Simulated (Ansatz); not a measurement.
# The potential step between two gates: 1T-PtSe2 under 1T-PbSeTe, AA'

Two oppositely charged gates put a neutral stack in a displacement field D. The voltage between them is D/ε₀ times an electrical distance, shorter than the real one because the stack screens.

How it was computed: Ansatz 0.2.0, plane waves with PAW datasets (its set soft_2), PBE-D3(BJ); isolated slab, charged sheets 5 Å from the outer atoms behind model barriers, atoms held. Voltages count from the uncharged case.

```
  run  D/ε₀ (V/nm)  step in an electron's potential, upper less lower gate (eV)
run 1       −3.619                                                       −2.857
run 2       −1.810                                                       −1.428
run 3        0.000                                                        0.000
run 4        1.810                                                        1.428
run 5        3.619                                                        2.855
run 6        5.428                                                            ?
```

Q: Estimate the withheld value from the rows shown.

A least-squares line through the 5 rows shown has slope 0.7891 and intercept −0.0004; no row lies more than 0.001 eV off it. The size of the slope, 0.789 nm, is the electrical distance; the sheets are 1.914 nm apart, and screening reaches beyond the outer atoms. At 5.428 it gives 0.7891 × 5.428 + (−0.0004) = 4.283 eV, beyond the rows fitted. Rounding and scatter of the rows alone allow about ±0.001 eV there.

The run itself gives 4.280 eV: a miss of −0.003 eV, or 0.1 % of the value. Screening stays linear to within 1 % over this range.

**Limits.** The gates are model sheets, not atoms. Spin-orbit coupling is left out, which changes the bands of elements this heavy.

[Logs are printed without paths, hosts, clocks, repeated set-up lines and the standing remarks that a program may print on its own settings, such as how far it seeks lower states.]
